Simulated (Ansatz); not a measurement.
## Convergence of a linear-scaling basis for Ge(100) slab, H on the bottom face, dimerised (48 atoms)

Aim: test how closely localised support functions follow the reference on Ge(100) slab, H on the bottom face, dimerised (48 atoms), and at what cost. A setting counts as converged where the r.m.s. difference of forces stays under 1 % of the r.m.s. force.

Method: Kohn-Sham DFT, PBE, PAW (set soft_2), plane waves, in Ansatz 0.2.0.

## Step 1: Set-up

The cell holds 48 atoms: 32 Ge and 16 H. Its edges and angles: a = 16.003 Å, b = 8.002 Å, c = 15.127 Å, α = 90.0°, β = 90.0°, γ = 90.0°. It derives from Ge (diamond-structure). Diamond-structure Ge (a = 5.658 Å), (100) slab of 4 atomic planes, 4 x 2 surface cells, H on the broken bonds of the bottom face, 10 Å of vacuum; top atoms paired into dimers, p(2x2) buckling; displaced by a Gaussian of 0.02 Å. Regions: slab, 32 atoms (32 Ge); hydrogen, 16 atoms (16 H). Vacuum lies along c.

Before any run, some limits are plain. Beside vacuum, support functions can miss their usual error bounds without a warning. The main run has no spin polarisation, so any moments at edges, vacancies or dangling bonds can't form in it.

## Step 2: Plane-wave single point

This run is the reference for what follows, at a cutoff of 420 eV.

File input.yaml:

```yaml
crystal:
  lattice:
    - [16.00324, 0.0, 0.0]
    - [0.0, 8.00162, 0.0]
    - [0.0, 0.0, 15.12685]
  atoms:
    - { symbol: Ge, position: [0.12606, 0.25051, 0.38776] }
    - { symbol: Ge, position: [5.0e-05, 0.25016, 0.47999] }
    - { symbol: Ge, position: [0.00045, 0.49968, 0.57517] }
    - { symbol: Ge, position: [0.126, 0.0981, 0.66841] }
    - { symbol: Ge, position: [0.12439, 0.7517, 0.39165] }
    - { symbol: Ge, position: [0.00186, 0.75539, 0.4801] }
    - { symbol: Ge, position: [0.00272, 0.99774, 0.57642] }
    - { symbol: Ge, position: [0.12521, 0.4035, 0.62402] }
    - { symbol: Ge, position: [0.37433, 0.25049, 0.3896] }
    - { symbol: Ge, position: [0.25126, 0.25447, 0.48102] }
    - { symbol: Ge, position: [0.25133, 0.50041, 0.57838] }
    - { symbol: Ge, position: [0.37825, 0.09518, 0.62312] }
    - { symbol: Ge, position: [0.37787, 0.75327, 0.38673] }
    - { symbol: Ge, position: [0.25039, 0.74606, 0.48324] }
    - { symbol: Ge, position: [0.25153, 0.99591, 0.57767] }
    - { symbol: Ge, position: [0.37815, 0.40267, 0.66974] }
    - { symbol: Ge, position: [0.62582, 0.24946, 0.39082] }
    - { symbol: Ge, position: [0.50197, 0.25122, 0.48229] }
    - { symbol: Ge, position: [0.50336, 0.50067, 0.57653] }
    - { symbol: Ge, position: [0.62761, 0.09897, 0.66839] }
    - { symbol: Ge, position: [0.6281, 0.75117, 0.38804] }
    - { symbol: Ge, position: [0.5016, 0.7495, 0.48074] }
    - { symbol: Ge, position: [0.50142, 0.99472, 0.57594] }
    - { symbol: Ge, position: [0.62482, 0.40029, 0.62375] }
    - { symbol: Ge, position: [0.87628, 0.24782, 0.38718] }
    - { symbol: Ge, position: [0.75126, 0.25063, 0.48276] }
    - { symbol: Ge, position: [0.75227, 0.49564, 0.57644] }
    - { symbol: Ge, position: [0.87538, 0.09586, 0.62333] }
    - { symbol: Ge, position: [0.87482, 0.74712, 0.38961] }
    - { symbol: Ge, position: [0.75086, 0.75378, 0.48273] }
    - { symbol: Ge, position: [0.7518, 0.99806, 0.57509] }
    - { symbol: Ge, position: [0.8786, 0.40393, 0.6691] }
    - { symbol: H, position: [0.12699, 0.09482, 0.3305] }
    - { symbol: H, position: [0.12849, 0.40759, 0.32989] }
    - { symbol: H, position: [0.12735, 0.90424, 0.32933] }
    - { symbol: H, position: [0.12681, 0.59187, 0.32867] }
    - { symbol: H, position: [0.37547, 0.08979, 0.32971] }
    - { symbol: H, position: [0.37658, 0.40617, 0.33055] }
    - { symbol: H, position: [0.37629, 0.59826, 0.33] }
    - { symbol: H, position: [0.37576, 0.90118, 0.33328] }
    - { symbol: H, position: [0.62783, 0.40416, 0.33124] }
    - { symbol: H, position: [0.62623, 0.09743, 0.33091] }
    - { symbol: H, position: [0.62722, 0.58825, 0.33113] }
    - { symbol: H, position: [0.62737, 0.90414, 0.32932] }
    - { symbol: H, position: [0.87563, 0.09536, 0.33216] }
    - { symbol: H, position: [0.87586, 0.40322, 0.33057] }
    - { symbol: H, position: [0.87671, 0.90789, 0.33009] }
    - { symbol: H, position: [0.87604, 0.59584, 0.3313] }
kpoints:
  mp_grid: { grid: [1, 2, 1] }
hamiltonian:
  xc: pbe
scf:
  occupations: { method: fermi_dirac, width: 0.05 }
output:
  forces: true
  populations: true
  dos:
    method: { smearing: { sigma: 0.08 } }
    de: 0.1
    projected:
      site_lists:
        Ge: [Ge]
        H: [H]
        slab: [0, 1, 2, 3, 4, 5, 6, 7, 8, 9, 10, 11, 12, 13, 14, 15, 16, 17, 18, 19, 20, 21, 22, 23, 24, 25, 26, 27, 28, 29, 30, 31]
        hydrogen: [32, 33, 34, 35, 36, 37, 38, 39, 40, 41, 42, 43, 44, 45, 46, 47]
  eigenvalues: true
  write_density: true
  write_potential: true
  volumetric_format: npy
```

Command:

```console
> ansatz run input.yaml --threads 4 --pin off --max-ram 8192MiB --backend cpu --events-out ev --progress --plain --runs-dir out
```

Numbers of over 12 decimals in the logs are rounded to 6 here.

Output:

```text
Engine: ansatz 0.2.0, x86_64-unknown-linux-gnu
Pseudopotentials: kind: paw
Pseudopotential: Ge, paw, valence charge 14, recommended cutoff 420 eV (normal), Ge.paw.azcp
Pseudopotential: H, paw, valence charge 1, recommended cutoff 420 eV (normal), H.paw.azcp
[... 5 lines on functional and potentials left out ...]
Crystal: 48 atoms, lattice volume = 1937.021 Å³
Basis set: ecut = 420 eV, 37849 PW (Γ), exchange–correlation on 216×108×216 points (8 copies of the dense FFT grid, shifted against one another)
Bands: 280, of which v1, the nominal top of the filled ones, is band 232 counted from 1 (231 counted from 0)
Symmetry: 1 space group operations
Space group: P1 (ITA 1), of the structure as read, at distance tolerance 1.2e-4 Å
k-points: 2
[... 5 lines on functional and potentials left out ...]
Initial density: superposition of atomic densities (neutral atoms: chi_scale 0, normalization atom), corrected by the library's trained network
Initial wavefunctions: pseudopotential atomic-orbital guess
Functional: x = pbe(κ = 0.804, μ = 0.219515), c = pbe(β = 0.066725)
SCF iter   1: F=—  HF=-137677.361446 eV  |F-HF|=—  |Δ(HF+E_count)|=         —  Δρ=2.02e-3  dr2=2.40e-1  ethr=1.77e-3  ⟨swp⟩=5.5  Hψ=1981  notcnv=0  defer=47
preconditioner: auto → LDOS  [metal: Δε(μ)=0.030 eV  Ē_g=21.713 eV  σ=0.050 eV  W_gap=0.15  n_scr=316 (ndim 8)  ℏωp=18.2 eV  f_vac=0.548  D(μ)=21.46/eV (n_scr^D=90)  β→1.0]
SCF iter   2: F=—  HF=-137677.327599 eV  |F-HF|=—  |Δ(HF+E_count)|=   3.38e-2  Δρ=1.37e-3  dr2=5.63e-2  ethr=5.17e-5  ⟨swp⟩=3.0  Hψ=1141  notcnv=0  defer=75
SCF iter   3: F=—  HF=-137677.320153 eV  |F-HF|=—  |Δ(HF+E_count)|=   7.45e-3  Δρ=4.17e-4  dr2=1.49e-2  ethr=1.21e-5  ⟨swp⟩=2.0  Hψ=970  notcnv=0  defer=75
SCF iter   4: F=—  HF=-137677.318534 eV  |F-HF|=—  |Δ(HF+E_count)|=   1.62e-3  Δρ=1.95e-4  dr2=3.29e-3  ethr=3.21e-6  ⟨swp⟩=2.0  Hψ=912  notcnv=0  defer=75
SCF iter   5: F=—  HF=-137677.318218 eV  |F-HF|=—  |Δ(HF+E_count)|=   3.16e-4  Δρ=9.73e-5  dr2=6.76e-4  ethr=7.08e-7  ⟨swp⟩=2.0  Hψ=951  notcnv=0  defer=75
SCF iter   6: F=—  HF=-137677.318069 eV  |F-HF|=—  |Δ(HF+E_count)|=   1.49e-4  Δρ=3.57e-5  dr2=1.17e-4  ethr=1.46e-7  ⟨swp⟩=2.0  Hψ=951  notcnv=0  defer=75
SCF iter   7: F=—  HF=-137677.318059 eV  |F-HF|=—  |Δ(HF+E_count)|=   1.01e-5  Δρ=1.79e-5  dr2=2.17e-5  ethr=2.52e-8  ⟨swp⟩=2.0  Hψ=685  notcnv=0  defer=75
SCF iter   8: F=—  HF=-137677.318639 eV  |F-HF|=—  |Δ(HF+E_count)|=   5.80e-4  Δρ=8.53e-6  dr2=3.97e-6  ethr=4.69e-9  ⟨swp⟩=2.0  Hψ=931  notcnv=0  defer=75
SCF iter   9: F=—  HF=-137677.318639 eV  |F-HF|=—  |Δ(HF+E_count)|=   3.34e-8  Δρ=4.70e-6  dr2=1.34e-6  ethr=8.55e-10  ⟨swp⟩=2.0  Hψ=933  notcnv=0  defer=75
SCF iter  10: F=—  HF=-137677.318639 eV  |F-HF|=—  |Δ(HF+E_count)|=   1.78e-7  Δρ=2.60e-6  dr2=4.02e-7  ethr=2.89e-10  ⟨swp⟩=2.0  Hψ=933  notcnv=0  defer=75
SCF iter  11: F=-137677.318639 eV  HF=-137677.318639 eV  |F-HF|=5.50e-8  |Δ(HF+E_count)|=   5.73e-9  Δρ=1.23e-6  dr2=8.23e-8  ethr=2.16e-11  ⟨swp⟩=16.5  Hψ=4317  notcnv=0
SCF 1 converged in 11 iterations: F = -137677.318639 eV  dr2 = 8.23e-8
  greatest PAW one-centre occupation: 0.998 electrons in one spin orbital (limit 2), on the Ge atom at site 23 (counted from 0), in its partial waves of l = 2
WARN: The output density's exchange-correlation potential varies sharply where the density is thin. Do not read a vacuum level from v_tot or v_xc, or from such a field of the output density. On a cell that repeats whose density bears no net charge and no dipole along the vacuum's axis use v_es (v_loc + v_h of the components); [...]
SCF converged after 11 iterations
Free energy (F): -137677.318639 eV
Harris-Foulkes:  -137677.318639 eV  (|F-HF|=5.50e-8)
Internal energy: -137677.156479 eV  (E = F + TS)
E sigma→0 (E₀):  -137677.237559 eV
Entropy (-TS):   -0.162160 eV (-3.378 meV/atom)
Fermi energy:    0.367325 eV
--- Per-component energies (eV) ---
  E_band       = -8310.781453
  E_kinetic    = 3787.981953
  E_local      = -238255.238711  (includes V_loc(G=0)·N_el)
  E_nonlocal   = 13416.987781
  E_hartree    = 112498.737093
  E_xc         = -2559.263727
  E_vxc        = -2247.838113  (∫ρ·V_xc dr)
  E_paw        = -64636.354233  (= ΣΔE_a)
  E_vpaw       = -10010.104312  (= ΣTr[D̂ρ^β])
  E_aug_tail   = -0.009818  (compensation charges beyond the density's cutoff)
  E_ewald      = 38070.003182
  E_smearing   = -0.162160  (= −TS)
  E_closure    = -0.000000  (closes the sum)
  Σ components = -137677.318639   (vs F -137677.318639, Δ=0.00e0)
--- Forces (eV/Å), atoms counted from 1 ---
  atom   1  Ge     0.04226596    -0.10007862     0.37303398
  atom   2  Ge     0.18137470    -0.11111008    -0.49127448
  atom   3  Ge    -1.52728425     0.72999651    -0.40598261
  atom   4  Ge     0.10415474    -0.36803833     0.37337096
  atom   5  Ge     0.58081118    -0.57558040    -0.77301368
  atom   6  Ge    -0.55863773    -0.49178069     0.46056569
  atom   7  Ge     1.22506588    -0.01778959    -0.01514678
  atom   8  Ge     0.10273140    -1.14257972     0.70235781
  atom   9  Ge     0.46500227    -0.14835583    -0.23289393
  atom  10  Ge    -0.32369154    -0.43188725    -0.24820991
  atom  11  Ge     1.66129033     0.34326680    -0.02292306
  atom  12  Ge    -0.50942663     1.22205679     0.74727100
  atom  13  Ge    -0.39334878    -1.43480935     1.81255380
  atom  14  Ge     0.31597274     0.20001725    -0.20468694
[...]
atom  47  H     -0.04674458    -0.55813087     0.14412268
  atom  48  H     -0.00966964    -0.40717643    -0.43996382
  max |Σ_I F_I| component: 1.61e-4 eV/Å
--- Band table (eV) ---
  k-point 0: bands = ["-24.2824", "-24.2608", "-24.2606", "-24.2370", [... 264 levels ...], "4.8212", "4.8615", "4.8935", "4.9031", "4.9293", "4.9415", "4.9559", "5.2127", "5.2294", "5.3128", "5.3179", "5.3437"]
  k-point 1: bands = ["-24.2824", "-24.2609", "-24.2606", "-24.2370", [... 264 levels ...], "5.0529", "5.1263", "5.1483", "5.2715", "5.2940", "5.3341", "5.5266", "5.5516", "5.6135", "5.6303", "5.6489", "5.6966"]
--- Löwdin populations: 48 sites ---
  site symbol       q [e]
     0     Ge     13.8584
     1     Ge     13.9573
     2     Ge     13.9995
[...]
47      H      1.0299
  spilling = 0.002833 (of n_electrons = 464.000000)
```

Run time: 20 s. Hardware: 4 threads of Intel Xeon 6975P-C (Granite Rapids), shared host; peak memory 5 GiB; 75 s of CPU time.

The program notes that the exchange-correlation potential is rough where the density is thin.

Numbers from this run:

```
free energy                             : -137677.3186 eV
free energy per atom                    : -2868.2775 eV/atom
SCF cycles                              : 11
r.m.s. force component                  : 0.6348 eV/Å
longest force                           : 2.418 eV/Å
Fermi energy                            : 0.3673 eV
levels partly filled by over 2 per cent : 6
spilling of the projection              : 0.002833
```

The r.m.s. force component of 0.63 eV/Å sets the scale for the differences below.

## Step 3: Support functions low

With localised support functions most steps grow linearly with size, though the diagonalisation grows faster unless the density matrix is cut; this run measures error and cost at this size.

This step: Kohn-Sham DFT, PBE, PAW (set soft_2), localised support functions (low) (Ansatz 0.2.0).

input.yaml, the sections that differ from step 2:

```yaml
scf:
  occupations: { method: fermi_dirac, width: 0.05 }
  eigensolver: { kind: { support_functions: { accuracy: low } } }
  mixing: { beta: 0.4 }
  max_iter: 150
output:
  forces: true
  eigenvalues: true
# crystal, kpoints, hamiltonian: as in step 2
```

Output:

```text
Warning: scf.eigensolver.kind.support_functions: disabling space-group detection — the functions' gradient is summed over unrotated k-points, so no spatial operation reduces the k-mesh or symmetrises the density; time reversal is kept, so that k and −k are solved as one point where they differ and the mesh holds both, and exact exchange and, on two spinor components, a DFT+U term hold to it where the run has them: [...]
settings of this run that can trade accuracy for cost: scf.eigensolver.kind.support_functions; scf.eigensolver.kind.support_functions.accuracy: low [...]
[...]
Crystal: 48 atoms, lattice volume = 1937.021 Å³
Basis set: ecut = 420 eV, 37849 PW (Γ), exchange–correlation on 216×108×216 points (8 copies of the dense FFT grid, shifted against one another)
Bands: 279, of which v1, the nominal top of the filled ones, is band 232 counted from 1 (231 counted from 0)
Symmetry: 1 space group operations
k-points: 2
[...]
SCF iter   1: F=—  HF=-137671.971755 eV  |F-HF|=—  |Δ(HF+E_count)|=         —  Δρ=2.83e-2  dr2=1.55e1  ethr=1.00e-1
[...]
SCF iter  12: F=—  HF=-137677.398159 eV  |F-HF|=—  |Δ(HF+E_count)|=   2.41e-4  Δρ=2.03e-5  dr2=1.25e-5  ethr=8.98e-9  κ⁻¹=2.6e-5(r=7)
SCF iter  13: F=-137677.398343 eV  HF=-137677.398343 eV  |F-HF|=1.05e-7  |Δ(HF+E_count)|=   1.84e-4  Δρ=9.30e-6  dr2=2.31e-6  ethr=2.68e-9
SCF 1 converged in 13 iterations: F = -137677.400800 eV  dr2 = 2.31e-6
[...]
SCF converged after 13 iterations
Stability not checked: this state was not tested for a lower state beside it, because the mixer in use, unlike msr1, does not test its closes by its own steps (another_mixer; see scf.mixing.algorithm and scf.lower_state_search)
Free energy (F): -137677.400800 eV
[...]
Internal energy: -137677.238651 eV  (E = F + TS)
E sigma→0 (E₀):  -137677.319725 eV
Entropy (-TS):   -0.162149 eV (-3.378 meV/atom)
Fermi energy:    0.367248 eV
[...]
Σ components = -137677.400800   (vs F -137677.400800, Δ=0.00e0)
--- Forces (eV/Å), atoms counted from 1 ---
  atom   1  Ge     0.04238194    -0.10027625     0.36993108
  atom   2  Ge     0.18140284    -0.11109636    -0.49127712
  atom   3  Ge    -1.52686457     0.72992585    -0.40593003
  atom   4  Ge     0.10426430    -0.36773069     0.37316459
[...]
atom  48  H     -0.00963588    -0.40610661    -0.43763869
  max |Σ_I F_I| component: 3.16e-3 eV/Å
--- Band table (eV) ---
[...]
```

Run time: 49 s. Hardware: 4 threads; peak memory 2.8 GiB.

The program notes that the band table was not solved further than the SCF left it and it switched symmetry off.

Keys that differ from the reference: support_functions.accuracy = "low", scf.max_iter = 150 and scf.mixing.beta = 0.4.

Forces differ from the reference by 1.1 meV/Å r.m.s., 0.17 % of their size, well within a tolerance of 1 %; the energy by -1.7 meV/atom. It took 49 s and 13 cycles; the reference's time can't be set against it, since the two runs asked for unlike analyses.

## Step 4: Support functions medium, spacing 0.45 Å

The grid spacing sets how fine a wave the support functions can hold.

This step: Kohn-Sham DFT, PBE, PAW (set soft_2), localised support functions (medium) (Ansatz 0.2.0).

input.yaml, the sections that differ from step 3:

```yaml
scf:
  occupations: { method: fermi_dirac, width: 0.05 }
  eigensolver: { kind: { support_functions: { accuracy: medium, spacing: 0.45 } } }
  mixing: { beta: 0.4 }
  max_iter: 150
# crystal, kpoints, hamiltonian, output: as in step 3
```

Output:

```text
[...]
Crystal: 48 atoms, lattice volume = 1937.021 Å³
Basis set: ecut = 420 eV, 37849 PW (Γ), exchange–correlation on 216×108×216 points (8 copies of the dense FFT grid, shifted against one another)
Bands: 279, of which v1, the nominal top of the filled ones, is band 232 counted from 1 (231 counted from 0)
Symmetry: 1 space group operations
k-points: 2
[...]
SCF iter   1: F=—  HF=-137155.521537 eV  |F-HF|=—  |Δ(HF+E_count)|=         —  Δρ=7.29e-2  dr2=4.45e1  ethr=1.00e-1
[...]
SCF iter  14: F=-136955.015976 eV  HF=-136955.015975 eV  |F-HF|=2.24e-7  |Δ(HF+E_count)|=   6.59e-4  Δρ=3.88e-6  dr2=3.93e-7  ethr=3.43e-10
SCF 1 converged in 14 iterations: F = -136955.025360 eV  dr2 = 3.93e-7
[...]
SCF converged after 14 iterations
[...]
Free energy (F): -136955.025360 eV
[...]
Internal energy: -136954.865215 eV  (E = F + TS)
E sigma→0 (E₀):  -136954.945288 eV
Entropy (-TS):   -0.160145 eV (-3.336 meV/atom)
Fermi energy:    0.165824 eV
[...]
--- Forces (eV/Å), atoms counted from 1 ---
  atom   1  Ge     2.44981052     0.42595013     0.98584627
  atom   2  Ge     0.09853269     0.05502185    -3.53898942
  atom   3  Ge    -1.50743216     0.73420676     2.27692284
  atom   4  Ge     2.15846921     6.99296368    -0.64259446
  atom   5  Ge    -0.91050410     1.46725761    -2.64066659
  atom   6  Ge    -2.81872406     4.45161405    -2.67783469
  atom   7  Ge    -2.05991534     1.27018533     2.67526049
  atom   8  Ge     0.55749728    -8.99691779    -0.49901966
  atom   9  Ge    -1.11381465     0.50622780    -0.79506455
  atom  10  Ge    -1.90703458     3.80684062    -3.13391680
  atom  11  Ge    -0.21351283    -0.00759387     2.32145616
  atom  12  Ge     5.93478448     9.00700530    -1.10358753
  atom  13  Ge     5.39144165     2.20721800     2.90429512
  atom  14  Ge    -0.22678234    -3.65520341    -2.22657544
[...]
atom  47  H      0.02124652    -0.62378803     0.37612228
  atom  48  H      0.03180811    -0.15206037    -0.15253966
  max |Σ_I F_I| component: 2.16e1 eV/Å
--- Band table (eV) ---
[...]
```

The job ended after 23 s (4 threads; peak memory 1.6 GiB; 83 s of CPU time).

The program notes that the forces don't sum to zero within tolerance and the grid leaves an egg-box force.

Forces differ from the reference by 2660 meV/Å r.m.s., 419 % of their size, far over a tolerance of 1 %; the energy by +15048 meV/atom. The setting is coarser than the default on purpose.

## Step 5: Support functions medium, spacing 0.375 Å

The grid spacing sets how fine a wave the support functions can hold.

input.yaml, the sections that differ from step 4:

```yaml
scf:
  occupations: { method: fermi_dirac, width: 0.05 }
  eigensolver: { kind: { support_functions: { accuracy: medium, spacing: 0.375 } } }
  mixing: { beta: 0.4 }
  max_iter: 150
# crystal, kpoints, hamiltonian, output: as in step 4
```

Output:

```text
[...]
Crystal: 48 atoms, lattice volume = 1937.021 Å³
Basis set: ecut = 420 eV, 37849 PW (Γ), exchange–correlation on 216×108×216 points (8 copies of the dense FFT grid, shifted against one another)
Bands: 279, of which v1, the nominal top of the filled ones, is band 232 counted from 1 (231 counted from 0)
Symmetry: 1 space group operations
k-points: 2
[...]
SCF iter   1: F=—  HF=-137670.854599 eV  |F-HF|=—  |Δ(HF+E_count)|=         —  Δρ=2.84e-2  dr2=1.54e1  ethr=1.00e-1
[...]
SCF iter  14: F=-137676.540230 eV  HF=-137676.540230 eV  |F-HF|=1.55e-7  |Δ(HF+E_count)|=   4.70e-7  Δρ=4.69e-6  dr2=5.75e-7  ethr=3.74e-10
SCF 1 converged in 14 iterations: F = -137676.542912 eV  dr2 = 5.75e-7
[...]
SCF converged after 14 iterations
[...]
Free energy (F): -137676.542912 eV
[...]
Internal energy: -137676.380752 eV  (E = F + TS)
E sigma→0 (E₀):  -137676.461832 eV
Entropy (-TS):   -0.162160 eV (-3.378 meV/atom)
Fermi energy:    0.367680 eV
[...]
--- Forces (eV/Å), atoms counted from 1 ---
  atom   1  Ge     0.03976966    -0.10227567     0.37356233
  atom   2  Ge     0.18112853    -0.11136363    -0.48747549
  atom   3  Ge    -1.53028069     0.73113466    -0.40667161
  atom   4  Ge     0.09716851    -0.38596564     0.37137102
  atom   5  Ge     0.58241485    -0.57870895    -0.77586232
  atom   6  Ge    -0.56412116    -0.49891236     0.46336178
  atom   7  Ge     1.21440236    -0.01398727    -0.01740625
  atom   8  Ge     0.10193643    -1.11759193     0.69694379
  atom   9  Ge     0.46671010    -0.14864135    -0.23557042
  atom  10  Ge    -0.32798204    -0.43878174    -0.24186324
  atom  11  Ge     1.65670848     0.34274683    -0.02651775
  atom  12  Ge    -0.52853129     1.19463207     0.74130304
  atom  13  Ge    -0.40154774    -1.43799836     1.81214010
  atom  14  Ge     0.31504824     0.20491958    -0.19504222
[...]
atom  47  H     -0.05240239    -0.56248300     0.14483850
  atom  48  H     -0.01443398    -0.41319513    -0.43350493
  max |Σ_I F_I| component: 3.02e-1 eV/Å
--- Band table (eV) ---
[...]
```

Elapsed: 27 s, on 4 threads; peak memory 1.8 GiB; 100 s of CPU time.

Forces differ from the reference by 8.6 meV/Å r.m.s., 1.4 % of their size, over a tolerance of 1 %; the energy by +16 meV/atom. The setting is coarser than the default on purpose.

(Continued in part 2 of 2.)

[Logs are printed without paths, hosts, clocks, repeated set-up lines and the standing remarks that a program may print on its own settings, such as how far it seeks lower states.]

[Hosts, paths, dates, database ids (printed as entryN), source tags and the programs' standing remarks are cut or masked in the printed files.]
